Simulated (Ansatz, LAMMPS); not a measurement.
## Atom list for Glassy CaAl2Si6O16 (125 atoms)

This is the frame at 91 fs of a trajectory (instantaneous temperature 362 K). Method: Kohn-Sham DFT, PBE, PAW (set soft_2), plane waves (Ansatz 0.2.0); cutoff 420 eV, Γ point, fixed occupations; density 2.67 g/cm³.

Cell vectors (Å):

```
11.726 0.000 0.000
0.000 11.726 0.000
0.000 0.000 11.726
```

Positions in Å, forces in eV/Å:

```tsv
atom	x	y	z	fx	fy	fz
Al1	8.906	1.405	1.593	-0.041	0.249	-0.125
Al2	0.102	10.644	11.121	-0.518	0.090	-0.201
Al3	11.584	3.733	8.992	1.223	-0.498	-0.528
Al4	7.379	1.074	8.420	-0.106	-0.663	-0.545
Al5	5.652	8.901	6.419	0.878	0.365	1.235
Al6	4.532	2.751	5.939	-0.088	0.269	-0.048
Al7	5.537	8.799	2.219	0.255	0.612	-0.033
Al8	1.424	11.404	4.852	0.835	-0.621	0.469
Al9	7.399	6.460	3.191	0.630	-0.246	-0.111
Al10	3.599	11.402	2.449	-1.092	0.997	-0.437
Ca11	0.296	0.674	8.327	0.134	-0.344	-0.099
Ca12	10.121	7.709	0.952	0.361	-0.079	0.527
Ca13	8.039	8.938	4.140	0.623	0.400	-0.189
Ca14	8.426	3.820	10.377	-0.391	-0.026	-0.236
Ca15	11.263	10.951	2.297	-0.192	-0.311	-0.177
O16	4.830	0.759	1.971	1.054	0.046	0.486
O17	8.000	9.120	11.493	0.574	-0.339	-0.104
O18	3.359	9.096	10.212	0.871	-0.316	1.887
O19	4.719	4.126	0.800	0.831	0.517	0.322
O20	4.179	9.076	5.596	-0.510	-0.183	0.319
O21	1.519	11.545	10.376	-0.362	-0.598	0.091
O22	11.022	10.632	9.494	-0.984	-0.603	-0.239
O23	10.240	3.465	4.863	0.158	0.106	0.289
O24	5.977	0.478	9.239	-0.299	0.296	-0.032
O25	4.462	6.710	10.539	-0.555	1.087	0.943
O26	2.609	0.637	3.730	-0.747	0.559	0.500
O27	11.032	2.177	9.718	0.383	0.383	2.161
O28	4.605	8.425	0.834	1.554	0.790	1.178
O29	2.680	1.760	8.455	0.601	-1.731	-1.190
O30	10.523	1.209	6.383	-0.264	0.535	-0.051
O31	6.149	7.684	3.342	-0.490	0.117	0.696
O32	0.742	6.511	2.039	-0.703	-0.300	1.117
O33	7.053	7.877	6.480	-0.448	-0.232	0.246
O34	6.842	7.394	9.662	1.586	0.549	0.107
O35	8.658	11.634	4.739	0.582	-0.715	0.545
O36	8.956	11.319	1.328	0.294	0.487	-0.034
O37	7.326	1.881	2.013	0.247	-0.198	-0.101
O38	0.701	2.336	4.139	-0.165	-0.201	0.178
O39	10.024	10.644	7.013	-0.211	-0.409	0.614
O40	7.807	6.016	4.830	0.250	0.287	0.565
O41	7.654	5.302	7.376	-0.123	0.282	1.159
O42	2.070	8.759	8.159	0.997	1.817	-0.101
O43	8.672	7.342	2.404	0.018	0.142	0.253
O44	0.225	7.846	6.460	2.951	0.528	0.845
O45	7.172	0.900	6.706	-0.181	-0.687	0.146
O46	2.292	7.404	0.211	1.735	1.279	-0.962
O47	2.090	4.731	0.355	-0.385	1.792	0.026
O48	11.239	4.399	2.776	0.888	0.080	-0.049
O49	11.412	11.377	4.642	-0.160	0.067	-0.721
O50	9.519	7.233	10.278	-1.395	0.130	1.015
O51	2.206	6.300	7.585	1.359	-0.585	-0.807
O52	4.234	9.858	3.033	0.514	0.183	0.059
O53	4.893	5.982	8.181	0.639	0.217	-0.584
O54	10.265	8.996	4.667	-0.319	-1.123	0.574
O55	6.238	0.820	4.228	0.229	-0.739	0.843
O56	8.675	9.236	8.940	-0.402	-0.146	0.317
O57	4.929	8.797	8.043	-0.419	0.384	0.193
O58	2.500	2.025	11.610	-0.950	1.226	-0.147
O59	1.752	0.122	6.549	0.034	-0.016	-0.251
O60	2.356	11.405	1.179	-0.177	-0.164	-0.335
O61	1.929	9.810	4.253	0.520	0.828	0.399
O62	11.506	9.405	0.660	0.059	1.766	-0.950
O63	0.041	7.044	8.816	1.021	0.735	-0.433
O64	9.597	7.077	6.619	-1.699	-0.571	-0.794
O65	1.589	4.017	9.104	-1.512	0.167	0.945
O66	9.349	2.387	0.100	1.065	-0.535	-0.002
O67	6.188	4.919	10.295	1.385	-1.793	1.228
O68	3.436	10.959	8.319	0.403	0.728	-0.102
O69	7.244	2.860	8.673	0.412	0.743	-0.088
O70	0.153	3.154	0.408	-2.078	-0.863	-0.566
O71	4.155	5.340	3.013	0.707	-0.380	-0.731
O72	10.119	1.885	2.781	0.680	-0.519	-0.623
O73	4.163	0.156	11.103	-0.509	0.013	-0.518
O74	8.824	0.243	9.013	-0.436	0.189	-0.125
O75	6.819	5.101	2.332	-1.555	-1.366	-1.106
O76	6.575	10.209	5.653	0.392	0.978	-0.648
O77	3.479	3.996	7.350	0.909	-0.498	-0.486
O78	8.600	3.032	6.573	1.073	-0.161	0.236
O79	6.979	9.829	2.026	-0.492	0.414	-0.169
O80	2.187	2.956	2.248	0.271	0.004	-0.076
O81	11.219	0.471	0.224	0.257	0.939	-0.152
O82	1.698	5.459	4.247	1.939	0.187	0.163
O83	5.250	2.999	3.191	0.974	0.832	-0.876
O84	10.963	6.448	4.369	0.400	0.382	0.389
O85	4.037	3.651	9.971	0.670	-0.556	0.338
O86	6.699	11.430	11.591	-0.487	0.838	-0.432
O87	4.256	1.032	6.308	0.199	0.441	0.734
O88	10.388	4.851	9.574	-0.287	1.058	0.602
O89	6.042	3.572	6.260	-1.600	-0.684	-0.218
O90	3.134	7.622	3.653	0.064	-2.507	0.216
O91	11.269	3.429	7.348	-0.566	-0.360	-0.860
O92	4.014	5.840	5.623	0.259	0.801	-1.324
O93	3.269	3.112	4.790	-0.899	-0.673	-0.434
O94	6.022	2.269	11.268	-0.087	-0.283	-0.780
O95	11.672	6.276	11.386	-0.464	0.234	-0.869
Si96	10.954	2.014	11.417	-1.422	-1.204	-0.889
Si97	3.749	7.965	11.379	-1.631	-1.142	-3.167
Si98	7.301	3.695	7.218	0.390	0.371	-0.302
Si99	2.988	3.335	8.797	-1.064	-0.500	0.047
Si100	0.303	5.680	3.462	0.176	0.975	-1.478
Si101	5.990	1.557	2.811	-1.153	0.568	-0.395
Si102	7.959	6.568	6.348	2.032	-0.565	-1.245
Si103	1.176	7.556	7.730	-0.929	-1.522	-0.533
Si104	10.174	2.812	6.327	-0.113	0.700	0.195
Si105	3.676	5.661	7.154	-1.324	-0.254	2.009
Si106	5.694	6.309	9.572	-3.146	-0.621	0.235
Si107	5.623	0.683	10.777	1.778	-0.601	0.483
Si108	10.089	11.539	5.595	-0.142	-0.924	1.069
Si109	8.139	8.212	10.136	1.933	2.104	-1.336
Si110	5.343	4.438	2.310	-0.166	-0.921	1.234
Si111	3.556	9.407	8.639	-0.474	-1.940	-0.002
Si112	7.675	10.514	0.719	-0.561	-1.419	0.781
Si113	2.591	0.405	11.422	0.588	-0.347	1.732
Si114	5.251	3.685	11.083	-1.251	1.038	-1.718
Si115	3.401	9.064	4.248	-2.049	1.316	-0.613
Si116	1.697	3.216	0.714	3.163	-0.909	0.694
Si117	11.015	2.993	3.551	-0.223	-0.714	0.218
Si118	10.725	7.644	5.506	-3.041	0.670	-1.718
Si119	7.066	0.008	5.388	0.296	0.619	0.200
Si120	3.172	0.434	7.324	-0.549	2.491	0.501
Si121	3.325	6.056	4.149	-2.384	0.106	-0.200
Si122	9.568	10.579	8.657	0.676	0.215	-0.725
Si123	2.296	2.346	3.751	0.207	-0.069	-0.085
Si124	1.358	6.214	0.567	-1.142	-1.817	0.064
Si125	10.874	6.395	9.910	-0.074	-1.025	1.588
```

The quench rate of 10 K/ps is many orders above laboratory rates, so the cell is likely richer in defects and strain than a real sample. The network of bonds at the start is that of the classical potential that made the cell. Only the Γ point is sampled, in a cell whose shortest periodic width is 12 Å.

The r.m.s. force component is 0.889 eV/Å; the longest force, 3.74 eV/Å, acts on Si97. The energy lies 28.4 meV/atom below that of the first step of this run.

[Logs are printed without paths, hosts, clocks, repeated set-up lines and the standing remarks that a program may print on its own settings, such as how far it seeks lower states.]

[Hosts, paths, dates, database ids (printed as entryN), source tags and the programs' standing remarks are cut or masked in the printed files.]
